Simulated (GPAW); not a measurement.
# BaAlSiH (P3m1): one start, several treatments of the self-energy, part 2 of 2

Wanted: the gap of BaAlSiH (P3m1) under several approximations, with cost.

GPAW 26.7.0; LDA and many-body steps on it, plane waves. Known limits of the many-body steps: not at the basis limit; no spin-orbit coupling; coarse k mesh.

So far. Step 2 (Empty states on the mesh, 3×3×2 mesh, 403 bands): On this mesh the gap is 1.067 eV. Step 3 (G0W0, Godby-Needs plasmon pole): The gap on the mesh goes from 1.07 eV to 1.52 eV, a correction of +0.46 eV.

**5. G0W0, extrapolated in the cutoff**

This step: G0W0 on LDA, plane waves, PAW.

run.py reads:

```python
import json
import numpy as np
from gpaw.mpi import world
from gpaw.response.g0w0 import G0W0

gw = G0W0('full.gpw',
    filename='gw',
    kpts=[0, 1, 2],
    bands=(7, 11),
    ecut=160.0,
    integrate_gamma='WS',
    ppa=True,
    ecut_extrapolation=True)
gw.calculate()
res = {mode: {k: v for k, v in r.items() if k != 'sigma_eskwn'}
       for mode, r in gw.all_results.items()}

if world.rank == 0:
    with open('result.json', 'w') as f:
        json.dump(res, f, default=lambda x: x.tolist())
```

Command:

```sh
$ mpirun -n 4 gpaw python run.py
```

Numbers of over 12 decimals in the logs are rounded to 6 here.

Output:

```text
Using integrator: PointIntegrator
FrequencyGridDescriptor(from 0.000+0.000j to 0.000+27.211j eV, 2 points)
Nonperiodic BCs:  [False False False]
Using integrator: PointIntegrator
FrequencyGridDescriptor(from 0.000+0.000j to 0.000+27.211j eV, 2 points)
Nonperiodic BCs:  [False False False]
  ___  _ _ _
 |   || | | |
 | | || | | |
 |__ ||_____|
 |___|

BZ k-points: Symmetries present (total): 6

  [... matrices ...]
18 k-points: 3 x 3 x 2 Monkhorst-Pack grid + [0.000000,0.000000,1/4]
6 k-points in the irreducible part of the Brillouin zone
       k-points in crystal coordinates                weights
   0:     0.00000000    0.00000000    0.00000000          1/18
   1:     0.00000000    0.00000000    0.50000000          1/18
   2:     0.33333333    0.00000000    0.00000000          6/18
   3:     0.33333333    0.00000000    0.50000000          6/18
   4:     0.33333333    0.33333333    0.00000000          2/18
   5:     0.33333333    0.33333333    0.50000000          2/18

Distributing spins, k-points and bands (1 x 3 x 4) over 4 processes
Number of blocks: 1

Quasi particle states:
k-points (IBZ indices): [0, 1, 2]
Band range: (7, 11)
  [... matrices ...]
Computational parameters:
Extrapolating to infinite plane wave cut-off using points at:
  137.884 eV
  147.917 eV
  160.000 eV
Number of bands: 393
Coulomb cutoff: None
Broadening: 0.1 eV

fxc modes: GW
Kernel: RPA
Using Godby-Needs plasmon-pole approximation:
  Fitting energy: i*E0, E0 = 1.000 Hartree
Summing all q:

Calculating screened Coulomb potential
No Coulomb truncation
FrequencyGridDescriptor(from 0.000+0.000j to 0.000+27.211j eV, 2 points)
Removing empty qpoint cache files...

Calculating chi0 body with:
    Ground state adapter containing:
    Number of spins: 1
    Number of kpoints: 18
[...]
[... matrices ...]
6 groups of equivalent kpoints. 66.666667% reduction.

Integral kind: response function
Integrating chi0 head and wings.

Symmetries of q_c:
    Direct symmetries (Uq -> q): 6
    Indirect symmetries (TUq -> q): 6
In total 12 allowed symmetries.

  [... matrices ...]
6 groups of equivalent kpoints. 66.666667% reduction.

Integral kind: response function wings

Calculating chi0 body with:
    Ground state adapter containing:
    Number of spins: 1
    Number of kpoints: 18
    Number of irreducible kpoints: 6
    Number of completely occupied states: 9
    Number of partially occupied states: 9
    Occupied states memory: 2.574921 M / cpu

[... the further q-points ...]
Extrapolating selfenergy to infinite energy cutoff:
  Performing linear fit to 3 points
  Warning: Bad quality of linear fit for some (n,k).
           Higher cutoff might be necessary.
  Minimum R^2 = 0.8553. (R^2 Should be close to 1)
  [... matrices ...]
Results:
f:      Occupation numbers
eps:     KS-eigenvalues [eV]
vxc:     KS vxc [eV]
exx:     Exact exchange [eV]
sigma:   Self-energies [eV]
dsigma:  Self-energy derivatives
Z:       Renormalization factors
qp:      QP-energies [eV]

k-point 0 (0): (0.000, 0.000, 0.000)                GW
band       f     eps     vxc     exx   sigma  dsigma       Z      qp
                                                                   GW
   7   1.000   5.188 -11.702 -13.050   0.680  -0.306   0.766   4.677
   8   1.000   5.188 -11.702 -13.050   0.680  -0.306   0.766   4.677
   9   0.000   6.927 -11.301  -7.221  -4.038  -0.292   0.774   6.960
[...]
k-point 1 (1): (0.000, 0.000, 0.500)                GW
band       f     eps     vxc     exx   sigma  dsigma       Z      qp
                                                                   GW
[...]
k-point 2 (2): (0.333, 0.000, 0.000)                GW
band       f     eps     vxc     exx   sigma  dsigma       Z      qp
                                                                   GW
[...]
9   0.000   6.744 -10.383  -6.626  -3.789  -0.284   0.779   6.719
  10   0.000   8.035 -10.727  -6.322  -4.325  -0.282   0.780   8.097
```

The job ended after 4.2 min (4 MPI ranks of Arm Neoverse V1, shared host; peak memory 2.1 GiB; 17 min of CPU time).

This step gave:

- quasiparticle gap on the points computed: 1.585 eV
- least direct quasiparticle gap on the computed points: 2.018 eV
- Z at the valence top: 0.7650
- Z at the conduction bottom: 0.7785
- starting gap on the mesh: 1.067 eV
- k of the valence top: 0, 0, 0.5
- k of the conduction bottom: 0.3333, 0, 0
- gaps at the cutoffs of the extrapolation: 1.547, 1.551, 1.555 eV

Against G0W0 in GPAW (3×3×2 mesh, 182 bands, screening to 96 eV, Godby-Needs plasmon pole), the gap moves by +0.062 eV.

**6. One-shot PBE0**

This step: one-shot PBE0 levels on LDA orbitals, plane waves, PAW.

run.py reads:

```python
import json
import numpy as np
from gpaw.mpi import world
from gpaw.hybrids.eigenvalues import non_self_consistent_eigenvalues

dft, vxc, vxc_hyb = non_self_consistent_eigenvalues('full.gpw', 'PBE0', 7, 11, kpt_indices=[0, 1, 2])
res = {'dft': dft[0], 'hybrid': (dft - vxc + vxc_hyb)[0]}
if world.rank == 0:
    with open('hybrid.txt', 'w') as f:
        for k, e0, e1 in zip([0, 1, 2], res['dft'], res['hybrid']):
            print(k, ' '.join(f'{x:9.4f}' for x in e0), '|', ' '.join(f'{x:9.4f}' for x in e1), file=f)

if world.rank == 0:
    with open('result.json', 'w') as f:
        json.dump(res, f, default=lambda x: x.tolist())
```

Command:

```sh
$ mpirun -n 4 gpaw python run.py
```

Output:

```text
IBZ(<points: 6, symmetries: 6>)
Occupied bands: 9
Transforming wave functions from IBZ to BZ: 0.015 seconds
Distributing wave functions and iFFT-ing to real space: 0.101 seconds
Calculating eigenvalues:
  k-points: 3
  Bands: 7-10 (inclusive)
  Seconds: 0.652 (wave-function broadcasting: 0.024 seconds)
HSE06-eigenvalue shifts:
  min: -0.638 eV
  ave: 0.186 eV
  max: 0.996 eV
```

It took 3.6 s on 4 MPI ranks; peak memory 0.45 GiB; 14 s of CPU time.

Numbers from this step:

```
starting gap on the mesh                       : 1.067 eV
hybrid gap on the mesh                         : 2.319 eV
least direct hybrid gap on the computed points : 2.816 eV
```

**7. G0W0, full frequency, Hilbert transform**

This step: G0W0 on LDA, plane waves, PAW.

run.py reads:

```python
import json
import numpy as np
from gpaw.mpi import world
from gpaw.response.g0w0 import G0W0

gw = G0W0('full.gpw',
    filename='gw',
    kpts=[0, 1, 2],
    bands=(7, 11),
    ecut=96,
    nbands=182,
    integrate_gamma='WS',
    frequencies={'type': 'nonlinear', 'domega0': 0.1, 'omega2': 15.0},
    eta=0.1,
    nblocksmax=True)
gw.calculate()
res = {mode: {k: v for k, v in r.items() if k != 'sigma_eskwn'}
       for mode, r in gw.all_results.items()}

if world.rank == 0:
    with open('result.json', 'w') as f:
        json.dump(res, f, default=lambda x: x.tolist())
```

Command:

```sh
$ mpirun -n 4 gpaw python run.py
```

Output:

```text
Using integrator: PointIntegrator
NonLinearFrequencyDescriptor(from 0.000 to 114.294 eV, 276 points)
Nonperiodic BCs:  [False False False]
Using integrator: PointIntegrator
NonLinearFrequencyDescriptor(from 0.000 to 114.294 eV, 276 points)
Nonperiodic BCs:  [False False False]
  ___  _ _ _
 |   || | | |
 | | || | | |
 |__ ||_____|
 |___|

BZ k-points: Symmetries present (total): 6

  [... matrices ...]
18 k-points: 3 x 3 x 2 Monkhorst-Pack grid + [0.000000,0.000000,1/4]
6 k-points in the irreducible part of the Brillouin zone
[...]
9   0.000   6.927 -11.301  -7.221  -3.717  -0.356   0.738   7.195
[...]
k-point 1 (1): (0.000, 0.000, 0.500)                GW
band       f     eps     vxc     exx   sigma  dsigma       Z      qp
                                                                   GW
[...]
k-point 2 (2): (0.333, 0.000, 0.000)                GW
band       f     eps     vxc     exx   sigma  dsigma       Z      qp
                                                                   GW
[...]
9   0.000   6.744 -10.383  -6.626  -3.495  -0.340   0.746   6.940
  10   0.000   8.035 -10.727  -6.322  -4.039  -0.356   0.737   8.304
```

Run time: 77 s. Hardware: 4 MPI ranks; peak memory 2 GiB; 5.2 min of CPU time.

Numbers from this step:

- G0W0 gap on the points computed: 1.517 eV
- least direct G0W0 gap on the computed points: 1.984 eV
- starting gap on the mesh: 1.067 eV
- k of the valence top: 0, 0, 0.5
- k of the conduction bottom: 0.3333, 0, 0

Against G0W0 in GPAW (3×3×2 mesh, 182 bands, screening to 96 eV, Godby-Needs plasmon pole), the gap moves by −0.006 eV.

**8. The runs together**

Times are wall times on 4 MPI ranks of Arm Neoverse V1, shared host, good to a factor of about two.

```
                                    run   mesh  bands  screening cutoff (eV)  DFT gap (eV)  gap on the mesh (eV)  direct (eV)     time
         G0W0, Godby-Needs plasmon pole  3×3×2    182                     96         1.067                 1.523        2.003     30 s
                         one-shot HSE06  3×3×2      -                      -         1.067                 1.693        2.167    3.4 s
       G0W0, extrapolated in the cutoff  3×3×2      -                    160         1.067                 1.585        2.018  4.2 min
                          one-shot PBE0  3×3×2      -                      -         1.067                 2.319        2.816    3.6 s
G0W0, full frequency, Hilbert transform  3×3×2    182                     96         1.067                 1.517        1.984     77 s
```

**9. Results**

* G0W0, Godby-Needs plasmon pole: 1.523 eV
* one-shot HSE06: 1.693 eV
* G0W0, extrapolated in the cutoff: 1.585 eV
* one-shot PBE0: 2.319 eV
* G0W0, full frequency, Hilbert transform: 1.517 eV
* known limits: not at the basis limit; no spin-orbit coupling; coarse k mesh

One-shot HSE06: +0.171 eV against G0W0, Godby-Needs plasmon pole. G0W0, extrapolated in the cutoff: +0.062 eV against G0W0, Godby-Needs plasmon pole, at other bands or cutoff, so not like for like. One-shot PBE0: +0.796 eV against G0W0, Godby-Needs plasmon pole. G0W0, full frequency, Hilbert transform: −0.006 eV against G0W0, Godby-Needs plasmon pole. One-shot hybrid levels are evaluated on the LDA orbitals. Bands and cutoff are finite, so the gap is not at the basis limit. The miss can reach some tenths of an eV and take either sign; the mesh is an error of its own. These stock PAW sets were not made for GW. In the G0W0 runs levels were corrected at 3 k points alone, so a gap called «on the mesh» is the least over those, and an edge elsewhere would be missed. The program warns of a poor linear fit in the extrapolation of some level, so the extrapolated values are rough. A denser mesh or path gives a starting gap of 0.69 eV: the GW mesh misses a band edge, so its gaps are not the fundamental one. The 3×3×2 mesh is coarse for this cell, which bears on the long-range parts of exchange and screening. The many-body steps are scalar-relativistic: spin-orbit coupling is not in them.

[Paths, hosts, dates, memory and timing lines, banners, echoed tables and standing remarks are left out of the program output.]

[Logs are printed without paths, hosts, clocks, repeated set-up lines and the standing remarks that a program may print on its own settings, such as how far it seeks lower states.]

[Runs of the session that timed out or met a known fault of the program may be left out.]

[Hosts, paths, dates, database ids (printed as entryN), source tags and the programs' standing remarks are cut or masked in the printed files.]
